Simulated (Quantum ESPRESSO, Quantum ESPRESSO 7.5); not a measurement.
**Nb(110), 5 layers: k-mesh convergence**

Which setting serves for Nb(110), 5 layers? The runs below step through one kind of setting.

Method: plane-wave DFT, PBE, PseudoDojo norm-conserving pseudopotentials, in Quantum ESPRESSO 7.5.

## (1) Starting point

The cell holds 5 atoms: 5 Nb. Its edges and angles: a = 2.858 Å, b = 2.858 Å, c = 25.334 Å, α = 90.0°, β = 90.0°, γ = 70.5°. It derives from Nb. Vacuum lies along c.

As a file:

```cif
data_structure
_symmetry_space_group_name_H-M 'P 1'
_symmetry_Int_Tables_number 1
_cell_length_a 2.8579
_cell_length_b 2.8579
_cell_length_c 25.3338
_cell_angle_alpha 90.000
_cell_angle_beta 90.000
_cell_angle_gamma 70.529
_cell_volume 195.08
loop_
_atom_site_label
_atom_site_type_symbol
_atom_site_fract_x
_atom_site_fract_y
_atom_site_fract_z
_atom_site_occupancy
Nb1 Nb 0.00000 0.00000 0.81578 1
Nb2 Nb 0.50000 0.50000 0.90789 1
Nb3 Nb 0.00000 0.00000 0.00000 1
Nb4 Nb 0.50000 0.50000 0.09211 1
Nb5 Nb 0.00000 0.00000 0.18422 1
```

## (2) Self-consistent run: 24×24×1 points

The first run is the reference of the series.

Contents of c0.in:

```
&control
  prefix = 'c0'
  outdir = './out'
  pseudo_dir = './pseudo'
  calculation = 'scf'
  tprnfor = .true.
/
&system
  ibrav = 0
  nat = 5
  ntyp = 1
  ecutwfc = 74
  ecutrho = 296
  occupations = 'smearing'
  smearing = 'mv'
  degauss = 0.02
  assume_isolated = 'esm'
  esm_bc = 'bc1'
/
&electrons
  conv_thr = 1e-07
  mixing_beta = 0.4
  electron_maxstep = 120
  mixing_mode = 'local-TF'
/
ATOMIC_SPECIES
  Nb  92.9064  Nb.dojo-sr-pbe-0.4.1-standard.upf
CELL_PARAMETERS angstrom
  2.33345237791561 -1.65000000000000 0.00000000000000
  2.33345237791561 1.65000000000000 0.00000000000000
  0.00000000000000 0.00000000000000 25.33380951166243
ATOMIC_POSITIONS crystal
  Nb  0.000000000000 0.000000000000 -0.184216461945
  Nb  0.500000000000 0.500000000000 -0.092108230973
  Nb  0.000000000000 0.000000000000 0.000000000000
  Nb  0.500000000000 0.500000000000 0.092108230973
  Nb  0.000000000000 0.000000000000 0.184216461945
K_POINTS automatic
  24 24 1 0 0 0
```

On the command line:

```bash
OMP_NUM_THREADS=1 mpirun -n 4 pw.x -nk 4 -in c0.in > c0.out
```

Output:

```text
Program PWSCF v.7.5 starts
[citation notice left out]

     Parallel version (MPI & OpenMP), running on       4 processor cores
     Number of MPI processes:                 4
     Threads/MPI process:                     1

     MPI processes distributed on     1 nodes
[...]
Current dimensions of program PWSCF are:
     Max number of different atomic species (ntypx) = 10
     Max number of k-points (npk) =  40000
     Max angular momentum in pseudopotentials (lmaxx) =  4
     Message from routine setup:
     using ibrav=0 with symmetry is DISCOURAGED, use correct ibrav instead

     K-points division:     npool     =       4
     Subspace diagonalization in iterative solution of the eigenvalue problem:
     a serial algorithm will be used

     G-vector sticks info
     --------------------
     sticks:   dense  smooth     PW     G-vecs:    dense   smooth      PW
     Sum         645     645    205               113223   113223   19525

     Using Slab Decomposition

     bravais-lattice index     =            0
     lattice parameter (alat)  =       5.4006  a.u.
     unit-cell volume          =    1316.4670 (a.u.)^3
     number of atoms/cell      =            5
     number of atomic types    =            1
     number of electrons       =        65.00
     number of Kohn-Sham states=           40
     kinetic-energy cutoff     =      74.0000  Ry
     charge density cutoff     =     296.0000  Ry
     scf convergence threshold =      1.0E-07
     mixing beta               =       0.4000
     number of iterations used =            8  local-TF  mixing
     Exchange-correlation= PBE
                           (   1   4   3   4   0   0   0)

     Effective Screening Medium Method
     =================================
     Boundary Conditions: Vacuum-Slab-Vacuum
     total charge in unit cell        =   0.0000
     grid points for fit at edges     =        4

     celldm(1)=   5.400618  celldm(2)=   0.000000  celldm(3)=   0.000000
     celldm(4)=   0.000000  celldm(5)=   0.000000  celldm(6)=   0.000000

     crystal axes: (cart. coord. in units of alat)
               a(1) = (   0.816497  -0.577350   0.000000 )
               a(2) = (   0.816497   0.577350   0.000000 )
               a(3) = (   0.000000   0.000000   8.864534 )

     reciprocal axes: (cart. coord. in units 2 pi/alat)
               b(1) = (  0.612372 -0.866025  0.000000 )
               b(2) = (  0.612372  0.866025 -0.000000 )
               b(3) = ( -0.000000  0.000000  0.112809 )

     PseudoPot. # 1 for Nb read from file:
     ./pseudo/Nb.dojo-sr-pbe-0.4.1-standard.upf
     Pseudo is Norm-conserving + core correction, Zval = 13.0
     Generated using ONCVPSP code by D. R. Hamann
     Using radial grid of 1680 points,  6 beta functions with:
                l(1) =   0
                l(2) =   0
                l(3) =   1
                l(4) =   1
                l(5) =   2
                l(6) =   2

     atomic species   valence    mass     pseudopotential
     Nb               13.00    92.90640     Nb( 1.00)

      8 Sym. Ops., with inversion, found

   Cartesian axes

     site n.     atom                  positions (alat units)
         1        Nb     tau(   1) = (   0.0000000   0.0000000  -1.6329932  )
         2        Nb     tau(   2) = (   0.8164966   0.0000000  -0.8164966  )
         3        Nb     tau(   3) = (   0.0000000   0.0000000   0.0000000  )
         4        Nb     tau(   4) = (   0.8164966   0.0000000   0.8164966  )
         5        Nb     tau(   5) = (   0.0000000   0.0000000   1.6329932  )

     number of k points=   157  Marzari-Vanderbilt smearing, width (Ry)=  0.0200

     Number of k-points >= 100: set verbosity='high' to print them.

     Dense  grid:   113223 G-vectors     FFT dimensions: (  30,  30, 270)

     Estimated max dynamical RAM per process >     487.23 MB

     Estimated total dynamical RAM >       1.82 GB

     Initial potential from superposition of free atoms

     starting charge      64.9884, renormalised to      65.0000

     negative rho (up, down):  1.804E-05 0.000E+00
     Starting wfcs are   50 randomized atomic wfcs

     total cpu time spent up to now is       15.8 secs

     per-process dynamical memory:   433.7 Mb

     Self-consistent Calculation

     iteration #  1     ecut=    74.00 Ry     beta= 0.40
     Davidson diagonalization with overlap
     ethr =  1.00E-02,  avg # of iterations =  1.4

     total cpu time spent up to now is       47.8 secs

     total energy              =    -622.46005310 Ry
     estimated scf accuracy    <       3.04166503 Ry

     iteration #  2     ecut=    74.00 Ry     beta= 0.40
[...]
total energy              =    -622.49172330 Ry
     estimated scf accuracy    <       0.71009157 Ry

     iteration #  3     ecut=    74.00 Ry     beta= 0.40
[...]
total energy              =    -622.70747938 Ry
     estimated scf accuracy    <       0.11264285 Ry

     iteration #  4     ecut=    74.00 Ry     beta= 0.40
[...]
c_bands:  1 eigenvalues not converged
     c_bands:  2 eigenvalues not converged
     c_bands:  2 eigenvalues not converged
     c_bands:  1 eigenvalues not converged
     c_bands:  1 eigenvalues not converged
     c_bands:  2 eigenvalues not converged
     c_bands:  1 eigenvalues not converged
     c_bands:  1 eigenvalues not converged
     c_bands:  1 eigenvalues not converged
     c_bands:  1 eigenvalues not converged
     c_bands:  2 eigenvalues not converged
     c_bands:  1 eigenvalues not converged
     c_bands:  3 eigenvalues not converged
     c_bands:  4 eigenvalues not converged
     c_bands:  1 eigenvalues not converged
     c_bands:  1 eigenvalues not converged
     c_bands:  2 eigenvalues not converged
     c_bands:  1 eigenvalues not converged
     c_bands:  1 eigenvalues not converged
[...]
total energy              =    -622.72339112 Ry
     estimated scf accuracy    <       0.58586552 Ry

     iteration #  5     ecut=    74.00 Ry     beta= 0.40
[...]
c_bands:  2 eigenvalues not converged
[...]
total energy              =    -622.69195902 Ry
     estimated scf accuracy    <       0.24147541 Ry

     iteration #  6     ecut=    74.00 Ry     beta= 0.40
[...]
total energy              =    -622.68965889 Ry
     estimated scf accuracy    <       0.15102659 Ry

     iteration #  7     ecut=    74.00 Ry     beta= 0.40
[...]
total energy              =    -622.69866811 Ry
     estimated scf accuracy    <       0.11998251 Ry

     iteration #  8     ecut=    74.00 Ry     beta= 0.40
[...]
total energy              =    -622.75003358 Ry
     estimated scf accuracy    <       0.14334212 Ry

     iteration #  9     ecut=    74.00 Ry     beta= 0.40
[...]
total energy              =    -622.76759259 Ry
     estimated scf accuracy    <       0.25847755 Ry

     iteration # 10     ecut=    74.00 Ry     beta= 0.40
[...]
total energy              =    -622.72007881 Ry
     estimated scf accuracy    <       0.29235872 Ry

     iteration # 11     ecut=    74.00 Ry     beta= 0.40
[...]
total energy              =    -622.67981408 Ry
     estimated scf accuracy    <       0.17038512 Ry

     iteration # 12     ecut=    74.00 Ry     beta= 0.40
[...]
total energy              =    -622.65613105 Ry
     estimated scf accuracy    <       0.06349961 Ry

     iteration # 13     ecut=    74.00 Ry     beta= 0.40
[...]
c_bands:  3 eigenvalues not converged
     c_bands:  2 eigenvalues not converged
     c_bands:  2 eigenvalues not converged
     c_bands:  2 eigenvalues not converged
     c_bands:  2 eigenvalues not converged
     c_bands:  1 eigenvalues not converged
     c_bands:  3 eigenvalues not converged
     c_bands:  3 eigenvalues not converged
     c_bands:  1 eigenvalues not converged
     c_bands:  5 eigenvalues not converged
     c_bands:  1 eigenvalues not converged
     c_bands:  2 eigenvalues not converged
     c_bands:  2 eigenvalues not converged
[...]
total energy              =    -622.71160655 Ry
     estimated scf accuracy    <       0.07980132 Ry

     iteration # 14     ecut=    74.00 Ry     beta= 0.40
[...]
c_bands:  1 eigenvalues not converged
     c_bands:  1 eigenvalues not converged
     c_bands:  1 eigenvalues not converged
[...]
total energy              =    -622.70664907 Ry
     estimated scf accuracy    <       0.05152795 Ry

[...]
iteration # 35     ecut=    74.00 Ry     beta= 0.40
[...]
c_bands:  1 eigenvalues not converged
     c_bands:  1 eigenvalues not converged
[...]
negative rho (up, down):  2.293E-05 0.000E+00

[...]
total energy              =    -622.70541513 Ry
     estimated scf accuracy    <       0.00000177 Ry

     iteration # 36     ecut=    74.00 Ry     beta= 0.40
[...]
negative rho (up, down):  4.037E-06 0.000E+00

[...]
total energy              =    -622.70542484 Ry
     estimated scf accuracy    <       0.00000116 Ry

     iteration # 37     ecut=    74.00 Ry     beta= 0.40
[...]
total energy              =    -622.70542926 Ry
     estimated scf accuracy    <       0.00000077 Ry

     iteration # 38     ecut=    74.00 Ry     beta= 0.40
[...]
total energy              =    -622.70543320 Ry
     estimated scf accuracy    <       0.00000071 Ry

     iteration # 39     ecut=    74.00 Ry     beta= 0.40
[...]
total energy              =    -622.70543191 Ry
     estimated scf accuracy    <       0.00000032 Ry

     iteration # 40     ecut=    74.00 Ry     beta= 0.40
[...]
c_bands:  1 eigenvalues not converged
[...]
total energy              =    -622.70543220 Ry
     estimated scf accuracy    <       0.00000052 Ry

     iteration # 41     ecut=    74.00 Ry     beta= 0.40
[...]
total energy              =    -622.70542954 Ry
     estimated scf accuracy    <       0.00000043 Ry

     iteration # 42     ecut=    74.00 Ry     beta= 0.40
[...]
c_bands:  2 eigenvalues not converged
[...]
End of self-consistent calculation

     Number of k-points >= 100: set verbosity='high' to print the bands.

     the Fermi energy is    -4.5861 ev

!    total energy              =    -622.70542850 Ry
     estimated scf accuracy    <       0.00000004 Ry
     smearing contrib. (-TS)   =       0.00198344 Ry
     internal energy E=F+TS    =    -622.70741194 Ry

     The total energy is F=E-TS. E is the sum of the following terms:
     one-electron contribution =   13939.33534787 Ry
     hartree contribution      =   -6986.41844456 Ry
     xc contribution           =    -130.42422177 Ry
     ewald contribution        =   -7445.20009347 Ry

     convergence has been achieved in  42 iterations

     Forces acting on atoms (cartesian axes, Ry/au):

     atom    1 type  1   force =     0.00000000    0.00000000    0.01267521
     atom    2 type  1   force =     0.00000000    0.00000000   -0.01483921
     atom    3 type  1   force =     0.00000000    0.00000000    0.00000000
     atom    4 type  1   force =     0.00000000    0.00000000    0.01483921
     atom    5 type  1   force =     0.00000000    0.00000000   -0.01267521

     Total force =     0.027599     Total SCF correction =     0.001132

[...]
=------------------------------------------------------------------------------=
   JOB DONE.
=------------------------------------------------------------------------------=
[...]
```

Wall time 32 min (4 MPI ranks of Arm Neoverse V1, shared host); peak memory 1.9 GiB.

Read from the output:

```
free energy                                                    : -8472.3390 eV
Fermi energy                                                   : -4.586 eV
vacuum line at the lower end of the cell, over the Fermi level : 4.586 eV
vacuum line at the upper end of the cell, over the Fermi level : 4.586 eV
```

The potential energy, planar mean oscillates, so the rows of the table below give means over windows of 2.34 Å about each position, cut where the curve ends. Its maxima inside the range that stand out by 2 % of the span (Å: eV): -3.5: -1.11, -1.1: -1.19, 1.1: -1.19, 3.5: -1.11. Its minima: -4.7: -35.6, -2.4: -35.4, 0.0: -35.4, 2.4: -35.4, 4.7: -35.6.

Electrostatic potential energy of an electron; zero at the Fermi level. Potential energy, planar mean against z; means over each step:

```
 z (Å)  potential energy, planar mean (eV)
-11.50                                4.59
 -9.16                                4.58
 -6.82                                3.34
 -4.48                               -14.6
 -2.14                               -14.5
  0.20                               -14.5
  2.54                               -14.5
  4.88                               -14.3
  7.22                                4.06
  9.56                                4.58
 11.90                                4.59
```

The program's own clock; routines nest. Time by routine:

```
     routine  wall time (s)   calls
       PWSCF           1928       1
   electrons           1907       1
     c_bands           1692      42
     cegterg           1483    1682
       h_psi           1151   12335
        fftw           1029  440108
    vloc_psi          935.4   12335
    sum_band          187.2      42
      calbec          108.2   12495
  add_vuspsi            108   12335
h_psi:calbec          104.4   12335
     mix_rho          23.54      42
     cdiaghg           18.7   12295
    init_run          15.77       1
```

The vacuum levels are read from the outermost 0.7 Å of the cell on either side.

The run needed 42 iterations to bring the estimated error under 1e-07 Ry; the largest force on any atom, held or free, is 0.38 eV/Å.

Inside the slab this potential holds the local part of the pseudopotentials, which can be repulsive at the nuclei; only its value in the vacuum has a meaning of its own.

## (3) Ground state: 17×17×1 points

c1.in is the input of step 2 with these lines changed:

```diff
@@ -1,3 +1,3 @@
 &control
-  prefix = 'c0'
+  prefix = 'c1'
   outdir = './out'
@@ -38,2 +38,2 @@
 K_POINTS automatic
-  24 24 1 0 0 0
+  17 17 1 0 0 0
```

On the command line:

```bash
OMP_NUM_THREADS=1 mpirun -n 4 pw.x -nk 4 -in c1.in > c1.out
```

Output:

```text
[banner, memory and clock lines left out]
Program PWSCF v.7.5 starts
[...]
Message from routine setup:
[...]
number of electrons       =        65.00
     number of Kohn-Sham states=           40
     kinetic-energy cutoff     =      74.0000  Ry
     charge density cutoff     =     296.0000  Ry
[...]
number of k points=    81  Marzari-Vanderbilt smearing, width (Ry)=  0.0200
[...]
Dense  grid:   113223 G-vectors     FFT dimensions: (  30,  30, 270)
[...]
negative rho (up, down):  1.804E-05 0.000E+00
     Starting wfcs are   50 randomized atomic wfcs
[...]
estimated scf accuracy    <       3.02705649 Ry
[...]
estimated scf accuracy    <       0.73100903 Ry
[...]
estimated scf accuracy    <       0.11412455 Ry
[...]
estimated scf accuracy    <       0.95015805 Ry
[...]
estimated scf accuracy    <       0.32607862 Ry
[...]
estimated scf accuracy    <       0.21692434 Ry
[...]
estimated scf accuracy    <       0.14635095 Ry
[...]
estimated scf accuracy    <       0.15711029 Ry
[...]
estimated scf accuracy    <       0.24528759 Ry
[...]
estimated scf accuracy    <       0.30872608 Ry
[...]
estimated scf accuracy    <       0.12006466 Ry
[...]
estimated scf accuracy    <       0.06073694 Ry
[...]
estimated scf accuracy    <       0.07002938 Ry
[...]
estimated scf accuracy    <       0.06284415 Ry
[...]
negative rho (up, down):  3.562E-07 0.000E+00
[...]
estimated scf accuracy    <       0.10539402 Ry
[...]
estimated scf accuracy    <       0.14707791 Ry
[...]
negative rho (up, down):  1.161E-03 0.000E+00
[...]
estimated scf accuracy    <       0.53951301 Ry
[...]
negative rho (up, down):  1.929E-03 0.000E+00
[...]
estimated scf accuracy    <       0.24368685 Ry
[...]
negative rho (up, down):  6.824E-04 0.000E+00
[...]
estimated scf accuracy    <       0.13578464 Ry
[...]
estimated scf accuracy    <       0.01581790 Ry
[...]
negative rho (up, down):  6.120E-08 0.000E+00
[...]
estimated scf accuracy    <       0.00828303 Ry
[...]
estimated scf accuracy    <       0.14311770 Ry
[...]
estimated scf accuracy    <       0.03657200 Ry
[...]
estimated scf accuracy    <       0.01066077 Ry
[...]
estimated scf accuracy    <       0.02416309 Ry
[...]
estimated scf accuracy    <       0.00443934 Ry
[...]
estimated scf accuracy    <       0.00466308 Ry
[...]
estimated scf accuracy    <       0.00123607 Ry
[...]
estimated scf accuracy    <       0.00038564 Ry
[...]
estimated scf accuracy    <       0.00017291 Ry
[...]
estimated scf accuracy    <       0.00000385 Ry
[...]
estimated scf accuracy    <       0.00000263 Ry
[...]
estimated scf accuracy    <       0.00000095 Ry
[...]
negative rho (up, down):  9.108E-07 0.000E+00
[...]
estimated scf accuracy    <       0.00000029 Ry
[...]
estimated scf accuracy    <       0.00000026 Ry
[...]
the Fermi energy is    -4.5885 ev
!    total energy              =    -622.70527254 Ry
     estimated scf accuracy    <       0.00000006 Ry
     smearing contrib. (-TS)   =       0.00152513 Ry
     internal energy E=F+TS    =    -622.70679767 Ry
[...]
one-electron contribution =   13939.33516085 Ry
     hartree contribution      =   -6986.41706333 Ry
     xc contribution           =    -130.42480172 Ry
     ewald contribution        =   -7445.20009347 Ry
     convergence has been achieved in  36 iterations
[...]
Total force =     0.026258     Total SCF correction =     0.001073
[...]
```

The job ended after 17 min (4 MPI ranks; peak memory 1.3 GiB; 69 min of CPU time).

Read from the output:

| Item | Value |
| --- | --- |
| free energy | -8472.3368 eV |
| Fermi energy | -4.588 eV |
| vacuum line at the lower end of the cell, over the Fermi level | 4.589 eV |
| vacuum line at the upper end of the cell, over the Fermi level | 4.589 eV |

The program's own clock; routines nest. Time by routine:

```
     routine  wall time (s)   calls
       PWSCF           1030       1
   electrons           1019       1
     c_bands            906      36
     cegterg          806.1     762
       h_psi          615.4    6703
        fftw          536.9  222122
    vloc_psi          498.1    6703
    sum_band          89.14      36
  add_vuspsi          58.61    6703
      calbec          58.55    6787
h_psi:calbec          56.87    6703
     mix_rho          19.83      36
        ffts          11.85    3041
     cdiaghg          10.51    6682
```

Counted from each run's own zero (the Fermi level), the vacuum level differs from the first run's by +2 meV.

(Continued in part 2 of 2.)

[Logs are printed without paths, hosts, clocks, repeated set-up lines and the standing remarks that a program may print on its own settings, such as how far it seeks lower states.]

[Hosts, paths, dates, database ids (printed as entryN), source tags and the programs' standing remarks are cut or masked in the printed files.]

[Maps of the electrostatic potential energy from Ansatz leave out the sawtooth potential of an applied field or a dipole correction, so their vacuum need not be flat; planar profiles and work functions include it.]
